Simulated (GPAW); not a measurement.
# MnO (Manganosite): cost and accuracy of the plane-wave cutoff

Wanted: the cheapest choice of the plane-wave cutoff that holds the magnetic results of MnO (Manganosite).

Calculated with GPAW 26.7.0; PBE; plane waves with GPAW's PAW setups, scalar-relativistic.

## Step 1: The starting structure

The structure is cubic, space group Fm-3m (No. 225). The conventional cell has a = 4.446 Å, b = 4.446 Å, c = 4.446 Å, α = 90.00°, β = 90.00°, γ = 90.00°. Nearest to Mn lie 6 O at 2.22 Å. Nearest to O lie 6 Mn at 2.22 Å. Farther neighbours, and contacts between anions beyond the nearest, are not listed.

## Step 2: Rung 1 (250 eV), start ferro +

The ladder starts at a low cutoff and climbs, to see from where on the results stand still.

Input file order1.py:

```python
import json
import numpy as np
from ase import Atoms
from ase.parallel import paropen, parprint
from gpaw import GPAW

atoms = Atoms(['Mn', 'O'],
    cell=[[0.0, 2.223, 2.223],
         [2.223, 0.0, 2.223],
         [2.223, 2.223, 0.0]],
    scaled_positions=[[0.0, 0.0, 0.0],
         [0.5, 0.5, 0.5]],
    pbc=True,
    magmoms=[4.5, 0.0])
atoms.calc = GPAW(mode={'name': 'pw', 'ecut': 250},
    xc='PBE',
    kpts={'size': (8, 8, 8), 'gamma': True},
    occupations={'name': 'fermi-dirac', 'width': 0.05},
    convergence={'density': 1e-06, 'energy': 1e-05},
    maxiter=200,
    symmetry={'tolerance': 1e-4},
    txt='order1.txt')
e = atoms.get_potential_energy(force_consistent=True)
res = {'free_energy': e, 'energy_sigma0': atoms.get_potential_energy(), 'fermi_energy': atoms.calc.get_fermi_level()}
res['moments'] = atoms.get_magnetic_moments().tolist()
res['total'] = atoms.get_magnetic_moment()
parprint('site moments (muB):', np.round(res['moments'], 3))
parprint(f"total moment: {res['total']:.3f} muB")
parprint(f'free energy: {e:.6f} eV')
atoms.calc.write('order1.gpw')
with paropen('results.json', 'w') as f:
    json.dump(res, f)
```

On the command line:

```bash
> OMP_NUM_THREADS=1 python3 order1.py > order1.log
```

The program printed:

```text
site moments (muB): [4.105 0.126]
total moment: 4.609 muB
free energy: -3.997631 eV

--- order1.txt ---
Input parameters:
  mode=PW(ecut=250),
  convergence={'density': 1e-06, 'energy': 1e-05},
  kpts=MonkhorstPack(size=(8, 8, 8), gamma=True),
  maxiter=200,
  occupations=Occupations(name='fermi-dirac', width=0.05),
  symmetry=Symmetry(tolerance=0.0001),
  xc=XC(name='PBE')

Diagonalizing LCAO Hamiltonian
Converting LCAO to pw mode

              O

       Mn

Atoms  # Å, Bohr magnetons
|   | symbol |        x |        y |        z |    initial magnetic moments |
|---|--------|----------|----------|----------|-----------------------------|
| 0 |     Mn | 0.000000 | 0.000000 | 0.000000 | ( 0.0000,  0.0000,  4.5000) |
| 1 |      O | 2.223000 | 2.223000 | 2.223000 | ( 0.0000,  0.0000,  0.0000) |

Unit cell  # Å
| periodic |        x |        y |        z |  lengths |    angles |
|----------|----------|----------|----------|----------|-----------|
|      yes | 0.000000 | 2.223000 | 2.223000 | 3.143797 | 60.000000 |
|      yes | 2.223000 | 0.000000 | 2.223000 | 3.143797 | 60.000000 |
|      yes | 2.223000 | 2.223000 | 0.000000 | 3.143797 | 60.000000 |

Number of symmetries: 48

BZ-sampling:
  Number of BZ points: 512
  Number of IBZ points: 29

  Monkhorst-Pack size: [8, 8, 8]
  Monkhorst-Pack shift: [0.0625, 0.0625, 0.0625]

Plane wave coefficients: 210
Cutoff: 250.0 eV

Spin-components: 2 (collinear spins)
Bands:           17
Projectors:      11
Spin-degeneracy: 1
Datatype:        complex128

Parallelization:
  kpt:    1
  domain: 1
  band:   1

Density:
  Valence electrons: 21.0
  Components: 2
  Grid points: [12 12 12]
  Charge: 0.0  # |e|

Potential:
  Grid points: [12 12 12]

[... setups left out ...]
Reference energy: -33554.940374  # eV

eigensolver:
  PPCG
  Converge bands: occupied
  niter=2

density mixing:
  MSR1-Mixer
  Pratt-step length: 0.05
  Maximum mixing coefficient: 0.75
  Old densities: 10
  SVD Regularization: 0.005
  Good broyden scale: 1.0
  Trust region scale: 1.0
  Backstep threshold: 4.0
  History deletion threshold: 6.0
  Fourier metric: weight=20.0, sigma=0.015

occupation numbers:
  Fermi-Dirac:
    width: 0.0500  # eV

poisson solver:
  ecut: 2000.0  # eV

xc functional:
  name: PBE with 2 nearest neighbor stencil

convergence criteria:
- Maximum integral of absolute [dens]ity change: 1e-06 electrons / valence electron
- Maximum [total energy] change in last 3 cyles: 1e-05 eV / valence electron
- Maximum integral of absolute [eigenst]ate change: 4e-08 eV^2 / valence electron
maximum number of iterations: 200

SCF iterations
|iter     |      energy | eigst |  dens |  magmom |
|---------|-------------|-------|-------|---------|
|iter:   1|       0s |   -4.719381 | -0.23 |       |  +4.5037|
|iter:   2|       0s |   -4.550489 | -2.67 | -1.07 |  +4.4986|
|iter:   3|       0s |   -4.092645 | -2.28 | -1.10 |  +4.5742|
|iter:   4|       0s |   -3.993564 | -2.50 | -1.46 |  +4.6397|
|iter:   5|       1s |   -3.994189 | -4.68 | -2.26 |  +4.6234|
|iter:   6|       1s |   -3.994559 | -5.15 | -2.58 |  +4.6133|
|iter:   7|       1s |   -3.994607 | -5.33 | -2.94 |  +4.6085|
|iter:   8|       1s |   -3.994607c| -7.51c| -3.77 |  +4.6086|
|iter:   9|       2s |   -3.994606c| -7.24 | -4.08 |  +4.6087|
|iter:  10|       2s |   -3.994606c| -8.73c| -4.94 |  +4.6087|
|iter:  11|       2s |   -3.994606c| -8.78c| -5.24 |  +4.6087|
|iter:  12|       2s |   -3.994606c|-10.00c| -6.22c|  +4.6087|

Converged in 12 steps
Energy contributions relative to reference atoms: (reference = -33554.940374)

Energy contributions:
  Kinetic:         -21.289715
  Coulomb:          32.855926
  Zero:              0.389998
  External:          0.000000
  Xc:              -15.947791
  Entropy:          -0.006049
  Spinorbit:         0.000000
  ----------------------------
  Free energy:      -3.997631
  Extrapolated:     -3.994606

dipole moment: (-9.758619, -9.758619, -9.758619)  # |e|*Ang

Total magnetic moment: (0.000000, 0.000000, 4.608717)

Local magnetic moments
|        x |        y |        z |
|----------|----------|----------|
| 0.000000 | 0.000000 | 4.105223 |  # Mn   0
| 0.000000 | 0.000000 | 0.126204 |  # O    1

Fermi level: 8.677
Eigenvalues  # (at kpt = [0.000, 0.000, 0.000])
| band index |      eig [eV] | occ [0-1] |      eig [eV] | occ [0-1] |
|------------|---------------|-----------|---------------|-----------|
|          0 |       -72.990 |     1.000 |       -68.372 |     1.000 |
|        ... |               |           |               |           |
|          4 |       -14.416 |     1.000 |       -14.052 |     1.000 |
|          5 |         5.298 |     1.000 |         5.612 |     1.000 |
|          6 |         5.298 |     1.000 |         5.614 |     1.000 |
|          7 |         5.298 |     1.000 |         5.614 |     1.000 |
|          8 |         5.315 |     1.000 |         8.219 |     1.000 |
|          9 |         5.319 |     1.000 |         9.150 |     0.000 |
|         10 |         5.319 |     1.000 |         9.150 |     0.000 |
|         11 |         5.850 |     1.000 |         9.150 |     0.000 |
|         12 |         5.850 |     1.000 |         9.706 |     0.000 |
|         13 |         6.866 |     1.000 |         9.706 |     0.000 |
|         14 |        24.532 |     0.000 |        26.076 |     0.000 |
|         15 |        24.533 |     0.000 |        26.077 |     0.000 |
|         16 |        24.533 |     0.000 |        26.077 |     0.000 |

No gap
No difference between direct/indirect transitions
```

The job ended after 4.8 s (1 MPI rank of AMD EPYC 9R45, shared host; peak memory 0.13 GiB).

This step gave:

- magnetization: 4.609 μB
- final state: ferromagnetic
- largest moment: 4.105 μB

After 12 cycles the largest moment stands at 4.11 μB.

## Step 3: Rung 1 (250 eV), start antiferro q=(0,1/2,1/2) +-

The second start gives the energy difference between the two end states, the quantity that is followed up the ladder. Its q is in fractions of the reciprocal vectors of the first run's cell.

order2.py is the script of step 2 with these lines changed:

```diff
@@ -6,13 +6,15 @@
 
-atoms = Atoms(['Mn', 'O'],
+atoms = Atoms(['Mn', 'Mn', 'O', 'O'],
     cell=[[0.0, 2.223, 2.223],
-         [2.223, 0.0, 2.223],
-         [2.223, 2.223, 0.0]],
+         [4.446, 0.0, 4.446],
+         [4.446, 2.223, 2.223]],
     scaled_positions=[[0.0, 0.0, 0.0],
+         [0.0, 0.5, 0.0],
+         [0.5, 0.0, 0.5],
          [0.5, 0.5, 0.5]],
     pbc=True,
-    magmoms=[4.5, 0.0])
+    magmoms=[4.5, -4.5, 0.0, 0.0])
 atoms.calc = GPAW(mode={'name': 'pw', 'ecut': 250},
     xc='PBE',
-    kpts={'size': (8, 8, 8), 'gamma': True},
+    kpts={'size': (8, 4, 8), 'gamma': True},
     occupations={'name': 'fermi-dirac', 'width': 0.05},
@@ -21,3 +23,3 @@
     symmetry={'tolerance': 1e-4},
-    txt='order1.txt')
+    txt='order2.txt')
 e = atoms.get_potential_energy(force_consistent=True)
@@ -29,3 +31,3 @@
 parprint(f'free energy: {e:.6f} eV')
-atoms.calc.write('order1.gpw')
+atoms.calc.write('order2.gpw')
 with paropen('results.json', 'w') as f:
```

On the command line:

```bash
> OMP_NUM_THREADS=1 python3 order2.py > order2.log
```

The program printed:

```text
UserWarning: The angles between your unit-cell vectors are 30.0, 54.7 and 60.0 degrees.  Results may be wrong!  Please Niggli-reduce your unit-cell so that the angles are closer to 90 degrees:

  from ase.build import niggli_reduce
  niggli_reduce(atoms)

UserWarning: Initial realspace grid (12,24,20) inconsistent with symmetries.
UserWarning: Using symmetrized grid: (24,24,24).

site moments (muB): [ 4.176 -4.176 -0.049  0.049]
total moment: 0.000 muB
free energy: -8.115446 eV

--- order2.txt ---
Input parameters:
  mode=PW(ecut=250),
  convergence={'density': 1e-06, 'energy': 1e-05},
  kpts=MonkhorstPack(size=(8, 4, 8), gamma=True),
  maxiter=200,
  occupations=Occupations(name='fermi-dirac', width=0.05),
  symmetry=Symmetry(tolerance=0.0001),
  xc=XC(name='PBE')

Diagonalizing LCAO Hamiltonian
Converting LCAO to pw mode

                    O

              O

             Mn

       Mn

Atoms  # Å, Bohr magnetons
|   | symbol |        x |        y |        z |    initial magnetic moments |
|---|--------|----------|----------|----------|-----------------------------|
| 0 |     Mn | 0.000000 | 0.000000 | 0.000000 | ( 0.0000,  0.0000,  4.5000) |
| 1 |     Mn | 2.223000 | 0.000000 | 2.223000 | ( 0.0000,  0.0000, -4.5000) |
| 2 |      O | 2.223000 | 2.223000 | 2.223000 | ( 0.0000,  0.0000,  0.0000) |
| 3 |      O | 4.446000 | 2.223000 | 4.446000 | ( 0.0000,  0.0000,  0.0000) |

Number of symmetries: 4

BZ-sampling:
  Number of BZ points: 256
  Number of IBZ points: 78

  Monkhorst-Pack size: [8, 4, 8]
  Monkhorst-Pack shift: [0.0625, 0.125, 0.0625]

Plane wave coefficients: 420
Cutoff: 250.0 eV

[...]
|iter:  11|      36s |   -8.111855c| -8.88c| -5.38 |  -0.0000|
|iter:  12|      38s |   -8.111855c| -9.70c| -6.42c|  +0.0000|

Converged in 12 steps
Energy contributions relative to reference atoms: (reference = -67109.880748)

Energy contributions:
  Kinetic:         -40.961865
  Coulomb:          64.354956
  Zero:              0.775575
  External:          0.000000
  Xc:              -32.276929
  Entropy:          -0.007183
  Spinorbit:         0.000000
  ----------------------------
  Free energy:      -8.115446
  Extrapolated:     -8.111855

dipole moment: (-42.331962, -19.535223, -42.331962)  # |e|*Ang

Total magnetic moment: (0.000000, 0.000000, 0.000000)

Local magnetic moments
|        x |        y |         z |
|----------|----------|-----------|
| 0.000000 | 0.000000 |  4.175943 |  # Mn   0
| 0.000000 | 0.000000 | -4.175943 |  # Mn   1
| 0.000000 | 0.000000 | -0.048549 |  # O    2
| 0.000000 | 0.000000 |  0.048549 |  # O    3

Fermi level: 8.801
Eigenvalues  # (at kpt = [0.000, 0.000, 0.000])
| band index |      eig [eV] | occ [0-1] |      eig [eV] | occ [0-1] |
|------------|---------------|-----------|---------------|-----------|
|          0 |       -73.094 |     1.000 |       -73.094 |     1.000 |
|        ... |               |           |               |           |
|         15 |         5.541 |     1.000 |         5.541 |     1.000 |
|         16 |         5.542 |     1.000 |         5.542 |     1.000 |
|         17 |         5.695 |     1.000 |         5.695 |     1.000 |
|         18 |         5.695 |     1.000 |         5.695 |     1.000 |
[...]
|         26 |        10.132 |     0.000 |        10.132 |     0.000 |
|         27 |        14.277 |     0.000 |        14.277 |     0.000 |
|         28 |        17.420 |     0.000 |        17.420 |     0.000 |
|         29 |        19.742 |     0.000 |        19.742 |     0.000 |

No gap
No difference between direct/indirect transitions
```

It took 50 s on 1 MPI rank; peak memory 0.22 GiB.

The program warns that the cell vectors are strongly skewed. A reduced cell would be the safer input.

Spin moment in the augmentation sphere by atom:

```csv
atom,spin moment in the augmentation sphere (μB)
Mn1,4.18
Mn2,-4.18
O3,-0.05
O4,0.05
```

Read from the output:

```
magnetization : 0 μB
final state   : antiferromagnetic
```

This start lies -60.1 meV a seeded atom from the first; its largest moment is 4.18 μB.

## Step 4: Rung 2 (325 eV), start ferro +

order1.py is the script of step 2 with these lines changed:

```diff
@@ -14,3 +14,3 @@
     magmoms=[4.5, 0.0])
-atoms.calc = GPAW(mode={'name': 'pw', 'ecut': 250},
+atoms.calc = GPAW(mode={'name': 'pw', 'ecut': 325},
     xc='PBE',
```

On the command line:

```bash
> OMP_NUM_THREADS=1 python3 order1.py > order1.log
```

The program printed:

```text
site moments (muB): [4.193 0.15 ]
total moment: 4.710 muB
free energy: -12.130851 eV

--- order1.txt ---
Input parameters:
  mode=PW(ecut=325),
  convergence={'density': 1e-06, 'energy': 1e-05},
  kpts=MonkhorstPack(size=(8, 8, 8), gamma=True),
  maxiter=200,
  occupations=Occupations(name='fermi-dirac', width=0.05),
  symmetry=Symmetry(tolerance=0.0001),
  xc=XC(name='PBE')

Diagonalizing LCAO Hamiltonian
[...]
|          5 |         4.653 |     1.000 |         4.980 |     1.000 |
|          6 |         4.654 |     1.000 |         4.982 |     1.000 |
[...]
|         13 |         7.290 |     1.000 |         9.660 |     0.000 |
|         14 |        24.466 |     0.000 |        26.038 |     0.000 |
|         15 |        24.467 |     0.000 |        26.038 |     0.000 |
|         16 |        24.467 |     0.000 |        26.038 |     0.000 |

No gap
No difference between direct/indirect transitions


[key lines of the parts left out:]
Free energy:     -12.130851
Converged in 12 steps
dipole moment: (-9.738427, -9.738427, -9.738427)  # |e|*Ang
Fermi level: 8.309
```

Run time: 5.2 s. Hardware: 1 MPI rank; peak memory 0.14 GiB.

This step gave:

```yaml
magnetization: 4.710 μB
final_state: ferromagnetic
largest_moment: 4.193 μB
```

The largest moment moves by +0.09 μB from rung 1, at 1.1 times its CPU time.

## Step 5: Rung 2 (325 eV), start antiferro q=(0,1/2,1/2) +-

order2.py is the script of step 3 with these lines changed:

```diff
@@ -16,3 +16,3 @@
     magmoms=[4.5, -4.5, 0.0, 0.0])
-atoms.calc = GPAW(mode={'name': 'pw', 'ecut': 250},
+atoms.calc = GPAW(mode={'name': 'pw', 'ecut': 325},
     xc='PBE',
```

On the command line:

```bash
> OMP_NUM_THREADS=1 python3 order2.py > order2.log
```

The program printed:

```text
UserWarning: The angles between your unit-cell vectors are 30.0, 54.7 and 60.0 degrees.  Results may be wrong!  Please Niggli-reduce your unit-cell so that the angles are closer to 90 degrees:

  from ase.build import niggli_reduce
  niggli_reduce(atoms)

UserWarning: Initial realspace grid (14,27,24) inconsistent with symmetries.
UserWarning: Using symmetrized grid: (27,27,27).

[...]
|         17 |         5.498 |     1.000 |         5.498 |     1.000 |
|         18 |         5.500 |     1.000 |         5.500 |     1.000 |
[...]
|         26 |         9.983 |     0.000 |         9.983 |     0.000 |
|         27 |        14.266 |     0.000 |        14.266 |     0.000 |
|         28 |        16.758 |     0.000 |        16.758 |     0.000 |
|         29 |        19.622 |     0.000 |        19.622 |     0.000 |

No gap
No difference between direct/indirect transitions


[key lines of the parts left out:]
Free energy:     -24.436060
Converged in 14 steps
dipole moment: (-42.007112, -19.499826, -42.007112)  # |e|*Ang
Fermi level: 8.543
```

Elapsed: 92 s, on 1 MPI rank; peak memory 0.25 GiB.

Read from the output:

| Item | Value |
| --- | --- |
| magnetization | 0 μB |
| final state | antiferromagnetic |
| largest moment | 4.235 μB |

This start lies -87.2 meV a seeded atom from the first, a change of -27.1 meV since rung 1; its largest moment is 4.24 μB.

## Step 6: Rung 3 (400 eV), start ferro +

order1.py is the script of step 4 with these lines changed:

```diff
@@ -14,3 +14,3 @@
     magmoms=[4.5, 0.0])
-atoms.calc = GPAW(mode={'name': 'pw', 'ecut': 325},
+atoms.calc = GPAW(mode={'name': 'pw', 'ecut': 400},
     xc='PBE',
```

On the command line:

```bash
> OMP_NUM_THREADS=1 python3 order1.py > order1.log
```

The program printed:

```text
site moments (muB): [4.195 0.159]
total moment: 4.710 muB
free energy: -15.306383 eV

--- order1.txt ---
Input parameters:
  mode=PW(ecut=400),
  convergence={'density': 1e-06, 'energy': 1e-05},
  kpts=MonkhorstPack(size=(8, 8, 8), gamma=True),
  maxiter=200,
  occupations=Occupations(name='fermi-dirac', width=0.05),
  symmetry=Symmetry(tolerance=0.0001),
  xc=XC(name='PBE')

Diagonalizing LCAO Hamiltonian
[...]
|          5 |         4.382 |     1.000 |         4.741 |     1.000 |
|          6 |         4.384 |     1.000 |         4.744 |     1.000 |
[...]
|         13 |         7.506 |     1.000 |         9.613 |     0.000 |
|         14 |        24.468 |     0.000 |        25.990 |     0.000 |
|         15 |        24.468 |     0.000 |        25.990 |     0.000 |
|         16 |        24.468 |     0.000 |        25.990 |     0.000 |

No gap
No difference between direct/indirect transitions


[key lines of the parts left out:]
Free energy:     -15.306383
Converged in 13 steps
dipole moment: (-9.731539, -9.731539, -9.731539)  # |e|*Ang
Fermi level: 8.249
```

The job ended after 6 s (1 MPI rank; peak memory 0.14 GiB).

This step gave:

| Item | Value |
| --- | --- |
| magnetization | 4.710 μB |
| final state | ferromagnetic |
| largest moment | 4.195 μB |

The largest moment is that of rung 2, at 1.2 times its CPU time.

## Step 7: Rung 3 (400 eV), start antiferro q=(0,1/2,1/2) +-

order2.py is the script of step 5 with these lines changed:

```diff
@@ -16,3 +16,3 @@
     magmoms=[4.5, -4.5, 0.0, 0.0])
-atoms.calc = GPAW(mode={'name': 'pw', 'ecut': 325},
+atoms.calc = GPAW(mode={'name': 'pw', 'ecut': 400},
     xc='PBE',
```

On the command line:

```bash
> OMP_NUM_THREADS=1 python3 order2.py > order2.log
```

The program printed:

```text
UserWarning: The angles between your unit-cell vectors are 30.0, 54.7 and 60.0 degrees.  Results may be wrong!  Please Niggli-reduce your unit-cell so that the angles are closer to 90 degrees:

  from ase.build import niggli_reduce
  niggli_reduce(atoms)

UserWarning: Initial realspace grid (15,30,27) inconsistent with symmetries.
UserWarning: Using symmetrized grid: (30,30,30).

[...]
|         17 |         5.441 |     1.000 |         5.441 |     1.000 |
|         18 |         5.441 |     1.000 |         5.441 |     1.000 |
[...]
|         26 |         9.973 |     0.000 |         9.973 |     0.000 |
|         27 |        14.282 |     0.000 |        14.282 |     0.000 |
|         28 |        16.544 |     0.000 |        16.544 |     0.000 |
|         29 |        19.584 |     0.000 |        19.584 |     0.000 |

No gap
No difference between direct/indirect transitions


[key lines of the parts left out:]
Free energy:     -30.775190
Converged in 13 steps
dipole moment: (-41.846512, -19.488600, -41.846512)  # |e|*Ang
Fermi level: 8.471
```

Elapsed: 92 s, on 1 MPI rank; peak memory 0.3 GiB.

This step gave:

* magnetization: 0 μB
* final state: antiferromagnetic
* largest moment: 4.249 μB

This start lies -81.2 meV a seeded atom from the first, a change of +6.0 meV since rung 2; its largest moment is 4.25 μB.

## Step 8: Rung 4 (500 eV), start ferro +

order1.py is the script of step 6 with these lines changed:

```diff
@@ -14,3 +14,3 @@
     magmoms=[4.5, 0.0])
-atoms.calc = GPAW(mode={'name': 'pw', 'ecut': 400},
+atoms.calc = GPAW(mode={'name': 'pw', 'ecut': 500},
     xc='PBE',
```

On the command line:

```bash
> OMP_NUM_THREADS=1 python3 order1.py > order1.log
```

The program printed:

```text
site moments (muB): [4.216 0.166]
total moment: 4.739 muB
free energy: -16.751612 eV

--- order1.txt ---
Input parameters:
  mode=PW(ecut=500),
  convergence={'density': 1e-06, 'energy': 1e-05},
  kpts=MonkhorstPack(size=(8, 8, 8), gamma=True),
  maxiter=200,
  occupations=Occupations(name='fermi-dirac', width=0.05),
  symmetry=Symmetry(tolerance=0.0001),
  xc=XC(name='PBE')

Diagonalizing LCAO Hamiltonian
[...]
|          5 |         4.392 |     1.000 |         4.765 |     1.000 |
|          6 |         4.392 |     1.000 |         4.766 |     1.000 |
[...]
|         13 |         7.582 |     1.000 |         9.596 |     0.000 |
|         14 |        24.452 |     0.000 |        25.978 |     0.000 |
|         15 |        24.452 |     0.000 |        25.978 |     0.000 |
|         16 |        24.452 |     0.000 |        25.978 |     0.000 |

No gap
No difference between direct/indirect transitions


[key lines of the parts left out:]
Free energy:     -16.751612
Converged in 12 steps
dipole moment: (-9.728441, -9.728441, -9.728441)  # |e|*Ang
Fermi level: 8.205
```

It took 9.3 s on 1 MPI rank; peak memory 0.16 GiB.

Numbers from this step:

* magnetization: 4.739 μB
* final state: ferromagnetic
* largest moment: 4.216 μB

The largest moment moves by +0.02 μB from rung 3, at 1.5 times its CPU time.

(Part 1 of 2 ends here.)

[Long decimals in the printed logs are rounded to 6 places.]

[Logs and program files are shortened in this print: banners, set-up blocks, solver, clock and traceback lines can be left out without a mark of their own.]

[Logs are printed without paths, hosts, clocks, repeated set-up lines and the standing remarks that a program may print on its own settings, such as how far it seeks lower states.]

[Hosts, paths, dates, database ids (printed as entryN), source tags and the programs' standing remarks are cut or masked in the printed files.]

[Where the starting crystal was built by hand or by swapping elements, it need not be the compound's stable phase.]

[Where a cell is said to come from a database of computed structures, the database is the Materials Project.]

[Runs that the program refused, that were killed for memory or that had too few empty states are not shown or counted.]

[Lattice constants of own cells that a recipe calls measured were typed without a cited source.]
